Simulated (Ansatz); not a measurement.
# Ge wire along [100], 21 atoms a period, H-terminated: bands by functional

Wanted: the relaxed geometry and the bands of the Ge wire along [100], 21 atoms a period, H-terminated.

Main program and level: Ansatz 0.2.0; DFT PBE, plane waves, PAW; relaxation of a wire's period; PAW set soft_1, in the first sound run; inputs show where later runs differ.

## (1) The structure

The cell holds 41 atoms: 21 Ge and 20 H. Cell: a = 17.241 Å, b = 17.241 Å, c = 5.760 Å, α = 90.0°, β = 90.0°, γ = 90.0°. Vacuum lies along a and b. The structure's axis is c.

## (2) Relaxing the period

Band widths follow the bond lengths, so the wire is relaxed first. The atoms and the third cell vector are free; the box across stays fixed as vacuum. A Fermi-Dirac smearing is set since the result may be a metal. The pressure printed is a third of the stress's trace over the whole box, vacuum included; only the stress along the axis is relaxed.

File input.yaml:

```yaml
crystal:
  lattice:
    - [17.241, 0.0, 0.0]
    - [0.0, 17.241, 0.0]
    - [0.0, 0.0, 5.76]
  atoms:
    - { symbol: Ge, position: [0.332965978, 0.500009653, 0.0] }
    - { symbol: Ge, position: [0.500009653, 0.332965978, 0.0] }
    - { symbol: Ge, position: [0.500009653, 0.667053328, 0.0] }
    - { symbol: Ge, position: [0.667053328, 0.500009653, 0.0] }
    - { symbol: H, position: [0.197204338, 0.364248013, 0.093634302] }
    - { symbol: H, position: [0.364248013, 0.197204338, 0.093634302] }
    - { symbol: H, position: [0.635771292, 0.802814967, 0.093634302] }
    - { symbol: H, position: [0.802814967, 0.635771292, 0.093634302] }
    - { symbol: Ge, position: [0.24944414, 0.416487815, 0.25] }
    - { symbol: Ge, position: [0.416487815, 0.24944414, 0.25] }
    - { symbol: Ge, position: [0.416487815, 0.58353149, 0.25] }
    - { symbol: Ge, position: [0.58353149, 0.416487815, 0.25] }
    - { symbol: Ge, position: [0.58353149, 0.750575165, 0.25] }
    - { symbol: Ge, position: [0.750575165, 0.58353149, 0.25] }
    - { symbol: H, position: [0.280726176, 0.719293129, 0.343634302] }
    - { symbol: H, position: [0.719293129, 0.280726176, 0.343634302] }
    - { symbol: H, position: [0.197204338, 0.468727617, 0.406365698] }
    - { symbol: H, position: [0.468727617, 0.197204338, 0.406365698] }
    - { symbol: H, position: [0.531291688, 0.802814967, 0.406365698] }
    - { symbol: H, position: [0.802814967, 0.531291688, 0.406365698] }
    - { symbol: Ge, position: [0.332965978, 0.332965978, 0.5] }
    - { symbol: Ge, position: [0.332965978, 0.667053328, 0.5] }
    - { symbol: Ge, position: [0.500009653, 0.500009653, 0.5] }
    - { symbol: Ge, position: [0.667053328, 0.332965978, 0.5] }
    - { symbol: Ge, position: [0.667053328, 0.667053328, 0.5] }
    - { symbol: H, position: [0.197204338, 0.531291688, 0.593634302] }
    - { symbol: H, position: [0.468727617, 0.802814967, 0.593634302] }
    - { symbol: H, position: [0.531291688, 0.197204338, 0.593634302] }
    - { symbol: H, position: [0.802814967, 0.468727617, 0.593634302] }
    - { symbol: H, position: [0.280726176, 0.280726176, 0.656365698] }
    - { symbol: H, position: [0.719293129, 0.719293129, 0.656365698] }
    - { symbol: Ge, position: [0.24944414, 0.58353149, 0.75] }
    - { symbol: Ge, position: [0.416487815, 0.416487815, 0.75] }
    - { symbol: Ge, position: [0.416487815, 0.750575165, 0.75] }
    - { symbol: Ge, position: [0.58353149, 0.24944414, 0.75] }
    - { symbol: Ge, position: [0.58353149, 0.58353149, 0.75] }
    - { symbol: Ge, position: [0.750575165, 0.416487815, 0.75] }
    - { symbol: H, position: [0.197204338, 0.635771292, 0.906365698] }
    - { symbol: H, position: [0.364248013, 0.802814967, 0.906365698] }
    - { symbol: H, position: [0.635771292, 0.197204338, 0.906365698] }
    - { symbol: H, position: [0.802814967, 0.364248013, 0.906365698] }
kpoints:
  mp_grid: { grid: [1, 1, 14] }
scf:
  occupations: { method: fermi_dirac, width: 0.05 }
hamiltonian:
  xc: pbe
  pseudopotentials: { kind: paw, azcp: { folder: soft_1 } }
relax:
  cell: { fix: [a, b, alpha, beta, gamma] }
  max_steps: 45
  f_tol: 0.03
```

Launch:

```bash
$ ansatz run input.yaml --threads 4 --pin off --max-ram 16384MiB --backend cpu --events-out ev --progress --plain --runs-dir out
```

Numbers of over 12 decimals in the logs are rounded to 6 here.

The log of the run:

```text
Engine: ansatz 0.2.0, aarch64-unknown-linux-gnu
Pseudopotentials: kind: paw
Pseudopotential: Ge, paw, valence charge 14, recommended cutoff 420 eV (normal), soft_1/Ge.paw.azcp
Pseudopotential: H, paw, valence charge 1, recommended cutoff 420 eV (normal), soft_1/H.paw.azcp
Functional definition: PBE
  parameter kappa = 0.804
  parameter beta = 0.066725
  exchange = pbe_x(kappa = kappa, mu = beta*pi^2/3)
  correlation = pbe_c(beta = beta)
Crystal: 41 atoms, lattice volume = 1712.172 Å³
Basis set: ecut = 420 eV, 33539 PW (Γ), exchange–correlation on 240×240×80 points (8 copies of the dense FFT grid, shifted against one another)
Bands: 198, of which v1, the nominal top of the filled ones, is band 157 counted from 1 (156 counted from 0)
Symmetry: 8 space group operations
Space group: P-42m (ITA 111), of the structure as read, at distance tolerance 1.2e-4 Å
k-points: 8 of 14
Non-local potential: Ge, projectors of the file, l = 0: 2, l = 1: 2, l = 2: 3, l = 3: 1
Non-local potential: H, projectors of the file, l = 0: 2, l = 1: 1
PAW form: soft (Blöchl's): semilocal exchange-correlation on the pseudo side does not see the compensation charge
PAW one-centre angular grid: Ge, 590 points (default); XC on 64 Gauss nodes
PAW one-centre angular grid: H, 110 points (default); XC on 64 Gauss nodes
Initial density: superposition of atomic densities (neutral atoms: chi_scale 0, normalization atom)
Initial wavefunctions: pseudopotential atomic-orbital guess
Functional: x = pbe(κ = 0.804, μ = 0.219515), c = pbe(β = 0.066725)
SCF iter   1: F=—  HF=-90511.986876 eV  |F-HF|=—  |Δ(HF+E_count)|=         —  Δρ=3.50e-2  dr2=1.76e1  ethr=3.10e-3  ⟨swp⟩=6.4  Hψ=6292  notcnv=0  defer=80
preconditioner: auto → Resta (q_TF=auto, 2.056 Å⁻¹)  ε∞=1.5  [insulator: Δε(μ)=2.290 eV  Ē_g=21.811 eV  σ=0.050 eV  W_gap=1.00  n_scr=234 (ndim 8)  ℏωp=15.9 eV  f_vac=0.551  D(μ)=0.00/eV (n_scr^D=0)  ε∞_Penn≈1.5  vacuum switching on, ρ_ref=3.5e-2 e/Å³]
SCF iter   2: F=—  HF=-90508.047412 eV  |F-HF|=—  |Δ(HF+E_count)|=    3.94e0  Δρ=1.51e-2  dr2=3.92e0  ethr=3.10e-3  ⟨swp⟩=3.0  Hψ=2240  notcnv=0  defer=254
SCF iter   3: F=—  HF=-90508.035423 eV  |F-HF|=—  |Δ(HF+E_count)|=   1.20e-2  Δρ=5.72e-3  dr2=5.26e0  ethr=1.25e-3  ⟨swp⟩=4.0  Hψ=2153  notcnv=0  defer=255
SCF iter   4: F=—  HF=-90507.142359 eV  |F-HF|=—  |Δ(HF+E_count)|=   8.93e-1  Δρ=1.71e-3  dr2=5.77e-2  ethr=1.25e-3  ⟨swp⟩=3.0  Hψ=1982  notcnv=0  defer=253
SCF iter   5: F=—  HF=-90507.146148 eV  |F-HF|=—  |Δ(HF+E_count)|=   3.79e-3  Δρ=6.78e-4  dr2=3.81e-3  ethr=1.84e-5  ⟨swp⟩=2.1  Hψ=1755  notcnv=0  defer=252
SCF iter   6: F=—  HF=-90507.148427 eV  |F-HF|=—  |Δ(HF+E_count)|=   2.28e-3  Δρ=1.50e-4  dr2=2.87e-4  ethr=1.21e-6  ⟨swp⟩=2.0  Hψ=2588  notcnv=0  defer=252
SCF iter   7: F=—  HF=-90507.148529 eV  |F-HF|=—  |Δ(HF+E_count)|=   1.02e-4  Δρ=4.01e-5  dr2=2.21e-5  ethr=9.15e-8  ⟨swp⟩=2.0  Hψ=2588  notcnv=0  defer=252
SCF iter   8: F=—  HF=-90507.148978 eV  |F-HF|=—  |Δ(HF+E_count)|=   4.49e-4  Δρ=1.44e-5  dr2=3.04e-6  ethr=7.05e-9  ⟨swp⟩=2.0  Hψ=2806  notcnv=0  defer=252
SCF iter   9: F=—  HF=-90507.148981 eV  |F-HF|=—  |Δ(HF+E_count)|=   2.82e-6  Δρ=4.51e-6  dr2=4.71e-7  ethr=9.69e-10  ⟨swp⟩=2.0  Hψ=2588  notcnv=0  defer=252
SCF iter  10: F=-90507.148981 eV  HF=-90507.148981 eV  |F-HF|=6.88e-9  |Δ(HF+E_count)|=   1.32e-7  Δρ=1.07e-6  dr2=1.42e-8  ethr=3.18e-11  ⟨swp⟩=5.0  Hψ=4635  notcnv=0
SCF 1 converged in 10 iterations: F = -90507.148981 eV  dr2 = 1.42e-8
  greatest PAW one-centre occupation: 0.998 electrons in one spin orbital (limit 2), on the Ge atom at site 13 (counted from 0), in its partial waves of l = 2
relax step   1: F+E_penalty+E_count = -90507.14898083 eV  Δ(F+E_penalty+E_count) = +0.000e0 eV  max|allowed force component| = 2.949e-1 eV/Å  Δτ_max = 0.0000 Å  P = -0.345 GPa  Ω = 1712.172 Å³  fix = [a, b, alpha, beta, gamma]  reactions: a -0.423, b -0.423 GPa  (10 SCF iters, dr2 threshold 1.00e-7 eV, accepted)
Crystal: 41 atoms, lattice volume = 1724.171 Å³
Basis set: ecut = 420 eV, 33707 PW (Γ), exchange–correlation on 240×240×80 points (8 copies of the dense FFT grid, shifted against one another)
Initial density: handed on by an earlier stage of this run
Initial wavefunctions: those handed on with the density
iter 1 solved again at ethr=2.88e-4 eV; its pass at ethr=3.10e-3 eV (dr2=9.04e-1 eV) is discarded
SCF iter   1: F=—  HF=-90507.647506 eV  |F-HF|=—  |Δ(HF+E_count)|=         —  Δρ=1.02e-2  dr2=9.11e-1  ethr=2.88e-4  ⟨swp⟩=4.9  Hψ=7003  notcnv=0
preconditioner: auto → Resta (q_TF=auto, 2.054 Å⁻¹)  ε∞=1.5  [insulator: Δε(μ)=2.344 eV  Ē_g=21.784 eV  σ=0.050 eV  W_gap=1.00  n_scr=234 (ndim 8)  ℏωp=15.8 eV  f_vac=0.595  D(μ)=0.00/eV (n_scr^D=0)  ε∞_Penn≈1.5  vacuum switching on, ρ_ref=3.4e-2 e/Å³]
SCF iter   2: F=—  HF=-90507.531989 eV  |F-HF|=—  |Δ(HF+E_count)|=   1.16e-1  Δρ=4.88e-3  dr2=2.05e-1  ethr=2.88e-4  ⟨swp⟩=3.1  Hψ=2407  notcnv=0  defer=32
SCF iter   3: F=—  HF=-90507.554377 eV  |F-HF|=—  |Δ(HF+E_count)|=   2.24e-2  Δρ=1.20e-3  dr2=1.96e-1  ethr=6.54e-5  ⟨swp⟩=4.5  Hψ=2606  notcnv=0  defer=33
SCF iter   4: F=—  HF=-90507.518998 eV  |F-HF|=—  |Δ(HF+E_count)|=   3.54e-2  Δρ=3.17e-4  dr2=4.48e-3  ethr=6.26e-5  ⟨swp⟩=3.0  Hψ=1988  notcnv=0  defer=255
SCF iter   5: F=—  HF=-90507.518832 eV  |F-HF|=—  |Δ(HF+E_count)|=   1.66e-4  Δρ=1.34e-4  dr2=2.42e-4  ethr=1.43e-6  ⟨swp⟩=2.0  Hψ=1667  notcnv=0  defer=255
SCF iter   6: F=—  HF=-90507.519134 eV  |F-HF|=—  |Δ(HF+E_count)|=   3.02e-4  Δρ=3.80e-5  dr2=3.69e-5  ethr=7.71e-8  ⟨swp⟩=2.0  Hψ=2576  notcnv=0  defer=255
SCF iter   7: F=-90507.519132 eV  HF=-90507.519132 eV  |F-HF|=5.07e-7  |Δ(HF+E_count)|=   1.78e-6  Δρ=9.72e-6  dr2=9.97e-7  ethr=1.31e-9  ⟨swp⟩=3.0  Hψ=5661  notcnv=0
SCF 2 converged in 7 iterations: F = -90507.519132 eV  dr2 = 9.97e-7
  greatest PAW one-centre occupation: 0.998 electrons in one spin orbital (limit 2), on the Ge atom at site 33 (counted from 0), in its partial waves of l = 2
relax step   2: F+E_penalty+E_count = -90507.51913223 eV  Δ(F+E_penalty+E_count) = -3.702e-1 eV  max|allowed force component| = 2.611e-1 eV/Å  Δτ_max = 0.1949 Å  P = -0.173 GPa  Ω = 1724.171 Å³  energy of the carried Pulay correction = -2.011e-3 eV  fix = [a, b, alpha, beta, gamma]  reactions: a -0.167, b -0.167 GPa  (7 SCF iters, dr2 threshold 4.10e-6 eV, accepted)
Crystal: 41 atoms, lattice volume = 1723.248 Å³
Basis set: ecut = 420 eV, 33691 PW (Γ), exchange–correlation on 240×240×80 points (8 copies of the dense FFT grid, shifted against one another)
iter 1 solved again at ethr=1.91e-5 eV; its pass at ethr=3.10e-3 eV (dr2=6.01e-2 eV) is discarded
[...]
SCF iter   4: F=—  HF=-90507.792012 eV  |F-HF|=—  |Δ(HF+E_count)|=   2.40e-5  Δρ=1.14e-6  dr2=2.26e-8  ethr=9.07e-11  ⟨swp⟩=2.0  Hψ=1862  notcnv=0
SCF iter   5: F=—  HF=-90507.792020 eV  |F-HF|=—  |Δ(HF+E_count)|=   7.32e-6  Δρ=4.51e-7  dr2=4.35e-9  ethr=7.20e-12  ⟨swp⟩=3.0  Hψ=2803  notcnv=0
SCF iter   6: F=-90507.792023 eV  HF=-90507.792023 eV  |F-HF|=1.99e-7  |Δ(HF+E_count)|=   2.98e-6  Δρ=1.06e-7  dr2=2.96e-10  ethr=1.00e-12  ⟨swp⟩=2.9  Hψ=5745  notcnv=0
SCF 7 converged in 6 iterations: F = -90507.792023 eV  dr2 = 2.96e-10
relax step   7: F+E_penalty+E_count = -90507.79202280 eV  Δ(F+E_penalty+E_count) = -1.581e-3 eV  max|allowed force component| = 9.786e-3 eV/Å  Δτ_max = 0.0000 Å  P = +0.004 GPa  Ω = 1720.833 Å³  fix = [a, b, alpha, beta, gamma]  reactions: a +0.003, b +0.003 GPa  stress off target by 5.84e-3 GPa on what of the cell is left free  SCF on the basis re-selected at this cell (its energy is not comparable with the rows above)  (6 SCF iters)
basis re-selected at this cell: Δ(F+E_penalty+E_count) = -1.581e-3 eV, ΔP = +0.001 GPa vs the last step (what re-selecting the basis moved, of the pressure what is left beyond the Pulay correction that the steps carried, after the strain that the cell walked since its last selection, with what the two solves' SCF thresholds leave and, on support functions, any second-order correction that the steps lacked; it is no m [...]
SCF converged after 6 iterations
Free energy (F): -90507.792023 eV
Harris-Foulkes:  -90507.792023 eV  (|F-HF|=1.99e-7)
Internal energy: -90507.792023 eV  (E = F + TS)
E sigma→0 (E₀):  -90507.792023 eV
Fermi energy:    -0.436695 eV
--- Per-component energies (eV) ---
  E_band       = -5892.054288
  E_kinetic    = 2196.500503
  E_local      = -177170.424645  (includes V_loc(G=0)·N_el)
  E_nonlocal   = 4598.753086
  E_hartree    = 86114.388510
  E_xc         = -1666.899680
  E_vxc        = -1576.082587  (∫ρ·V_xc dr)
  E_paw        = -42310.524228  (= ΣΔE_a)
  E_vpaw       = -6169.554964  (= ΣTr[D̂ρ^β])
  E_aug_tail   = -0.018433  (compensation charges beyond the density's cutoff)
  E_ewald      = 37730.432864
  E_smearing   = -0.000000  (= −TS)
  E_closure    = -0.000000  (closes the sum)
  Σ components = -90507.792023   (vs F -90507.792023, Δ=0.00e0)
--- Forces (eV/Å), atoms counted from 1 ---
  atom   1  Ge    -0.00568324     0.00000000    -0.00000000
  atom   2  Ge     0.00000000    -0.00568324    -0.00000000
  atom   3  Ge     0.00000000     0.00568324     0.00000000
  atom   4  Ge     0.00568324     0.00000000     0.00000000
  atom   5  H      0.00347242    -0.00404329    -0.00689568
  atom   6  H     -0.00404329     0.00347242    -0.00689568
  atom   7  H      0.00404329    -0.00347242    -0.00689568
  atom   8  H     -0.00347242     0.00404329    -0.00689568
  atom   9  Ge    -0.00415688    -0.00641096    -0.00187371
  atom  10  Ge    -0.00641096    -0.00415688    -0.00187371
  atom  11  Ge     0.00473388    -0.00473388    -0.00507215
  atom  12  Ge    -0.00473388     0.00473388    -0.00507215
  atom  13  Ge     0.00641096     0.00415688    -0.00187371
  atom  14  Ge     0.00415688     0.00641096    -0.00187371
  atom  15  H     -0.00044028     0.00044028    -0.00121466
  atom  16  H      0.00044028    -0.00044028    -0.00121466
  atom  17  H      0.00021424     0.00255183     0.00410664
  atom  18  H      0.00255183     0.00021424     0.00410664
  atom  19  H     -0.00255183    -0.00021424     0.00410664
  atom  20  H     -0.00021424    -0.00255183     0.00410664
  atom  21  Ge     0.00428602     0.00428602     0.00978567
  atom  22  Ge     0.00428602    -0.00428602    -0.00978567
  atom  23  Ge    -0.00000000     0.00000000     0.00000000
  atom  24  Ge    -0.00428602     0.00428602    -0.00978567
  atom  25  Ge    -0.00428602    -0.00428602     0.00978567
  atom  26  H      0.00021424    -0.00255183    -0.00410664
  atom  27  H      0.00255183    -0.00021424    -0.00410664
  atom  28  H     -0.00255183     0.00021424    -0.00410664
  atom  29  H     -0.00021424     0.00255183    -0.00410664
  atom  30  H     -0.00044028    -0.00044028     0.00121466
  atom  31  H      0.00044028     0.00044028     0.00121466
  atom  32  Ge    -0.00415688     0.00641096     0.00187371
  atom  33  Ge     0.00473388     0.00473388     0.00507215
  atom  34  Ge    -0.00641096     0.00415688     0.00187371
  atom  35  Ge     0.00641096    -0.00415688     0.00187371
  atom  36  Ge    -0.00473388    -0.00473388     0.00507215
  atom  37  Ge     0.00415688    -0.00641096     0.00187371
  atom  38  H      0.00347242     0.00404329     0.00689568
  atom  39  H     -0.00404329    -0.00347242     0.00689568
  atom  40  H      0.00404329     0.00347242     0.00689568
  atom  41  H     -0.00347242    -0.00404329     0.00689568
  max |Σ_I F_I| component: 2.60e-18 eV/Å
--- Stress (GPa, compression-positive) ---
        0.002774       0.000000       0.000000
        0.000000       0.002774      -0.000000
        0.000000      -0.000000       0.005838
  P = ⅓ Tr σ = 0.0038 GPa (0.038 kbar)
--- Relaxed structure (6 steps of the walk, 6 accepted, 1 SCFs on fresh bases) ---
  F+E_penalty+E_count = -90507.79202280 eV   max|allowed force component| = 9.786e-3 eV/Å   (the final SCF, on the basis selected at the relaxed cell)
  cell:  # Å, volume = 1720.8329 Å³
    - [17.241, 0.0, 0.0]
    - [0.0, 17.241, 0]
    - [0.0, 0, 5.789136]
  atoms:
    - { symbol: Ge, position: [0.334624, 0.500010, -4.1135041774517757e-19] }
    - { symbol: Ge, position: [0.500010, 0.334624, -4.1135041774517757e-19] }
    - { symbol: Ge, position: [0.500010, 0.665395, -4.1135041774517863e-19] }
    - { symbol: Ge, position: [0.665395, 0.500010, -4.113504177451781e-19] }
    - { symbol: H, position: [0.213407, 0.354169, 0.063783] }
    - { symbol: H, position: [0.354169, 0.213407, 0.063783] }
    - { symbol: H, position: [0.645850, 0.786613, 0.063783] }
    - { symbol: H, position: [0.786613, 0.645850, 0.063783] }
    - { symbol: Ge, position: [0.253766, 0.411516, 0.231203] }
    - { symbol: Ge, position: [0.411516, 0.253766, 0.231203] }
    - { symbol: Ge, position: [0.417352, 0.582667, 0.251741] }
    - { symbol: Ge, position: [0.582667, 0.417352, 0.251741] }
    - { symbol: Ge, position: [0.588503, 0.746253, 0.231203] }
    - { symbol: Ge, position: [0.746253, 0.588503, 0.231203] }
    - { symbol: H, position: [0.282750, 0.717270, 0.353655] }
    - { symbol: H, position: [0.717270, 0.282750, 0.353655] }
    - { symbol: H, position: [0.189140, 0.456372, 0.358993] }
    - { symbol: H, position: [0.456372, 0.189140, 0.358993] }
    - { symbol: H, position: [0.543647, 0.810880, 0.358993] }
    - { symbol: H, position: [0.810880, 0.543647, 0.358993] }
    - { symbol: Ge, position: [0.335377, 0.335377, 0.494734] }
    - { symbol: Ge, position: [0.335377, 0.664642, 0.505266] }
    - { symbol: Ge, position: [0.500010, 0.500010, 0.5] }
    - { symbol: Ge, position: [0.664642, 0.335377, 0.505266] }
    - { symbol: Ge, position: [0.664642, 0.664642, 0.494734] }
    - { symbol: H, position: [0.189140, 0.543647, 0.641007] }
    - { symbol: H, position: [0.456372, 0.810880, 0.641007] }
    - { symbol: H, position: [0.543647, 0.189140, 0.641007] }
    - { symbol: H, position: [0.810880, 0.456372, 0.641007] }
    - { symbol: H, position: [0.282750, 0.282750, 0.646345] }
    - { symbol: H, position: [0.717270, 0.717270, 0.646345] }
    - { symbol: Ge, position: [0.253766, 0.588503, 0.768797] }
    - { symbol: Ge, position: [0.417352, 0.417352, 0.748259] }
    - { symbol: Ge, position: [0.411516, 0.746253, 0.768797] }
    - { symbol: Ge, position: [0.588503, 0.253766, 0.768797] }
    - { symbol: Ge, position: [0.582667, 0.582667, 0.748259] }
    - { symbol: Ge, position: [0.746253, 0.411516, 0.768797] }
    - { symbol: H, position: [0.213407, 0.645850, 0.936217] }
    - { symbol: H, position: [0.354169, 0.786613, 0.936217] }
    - { symbol: H, position: [0.645850, 0.213407, 0.936217] }
    - { symbol: H, position: [0.786613, 0.354169, 0.936217] }
```

Wall time 11 min (4 threads of Arm Neoverse V1, shared host); peak memory 6 GiB; 41 min of CPU time.

Relaxation path:

```csv
step,energy less that of the first step (eV),largest force component (eV/Å),pressure (GPa),volume (Å³)
1,0.0000,0.2949,-0.35,1712.17
2,-0.3702,0.2611,-0.17,1724.17
3,-0.5061,0.0994,-0.09,1723.25
4,-0.5944,0.1000,-0.02,1723.43
5,-0.6308,0.0696,0.01,1721.95
6,-0.6415,0.0097,0.00,1720.83
7*,-0.6430,0.0098,0.00,1720.83
```

Relaxation steps marked * repeat the geometry before them on a plane-wave basis chosen anew for their cell, so energy and pressure can jump there.

Forces are held to the 8 operations that the run works with; a distortion that breaks them can't arise in this run.

```csv
cell as run,before,after,change
c (Å),5.760,5.789,+0.5 %
```

The atoms that moved most (Å, along periodic axes as changes of fractional coordinates times the final cell, across vacuum about the mean position):

```csv
atom,dx,dy,dz,length
H19,0.213,0.139,-0.274,0.374
H20,0.139,0.213,-0.274,0.374
H26,-0.139,0.213,0.274,0.374
H28,0.213,-0.139,0.274,0.374
H27,-0.213,0.139,0.274,0.374
H29,0.139,-0.213,0.274,0.374
H17,-0.139,-0.213,-0.274,0.374
H18,-0.213,-0.139,-0.274,0.374
```

Numbers from this step:

```yaml
cell_length_along_the_wire: 5.789 Å
```

The cell's length comes to 5.789 Å with spin left out.

(Part 1 of 2 ends here.)

[Logs are printed without paths, hosts, clocks, repeated set-up lines and the standing remarks that a program may print on its own settings, such as how far it seeks lower states.]

[Hosts, paths, dates, database ids (printed as entryN), source tags and the programs' standing remarks are cut or masked in the printed files.]
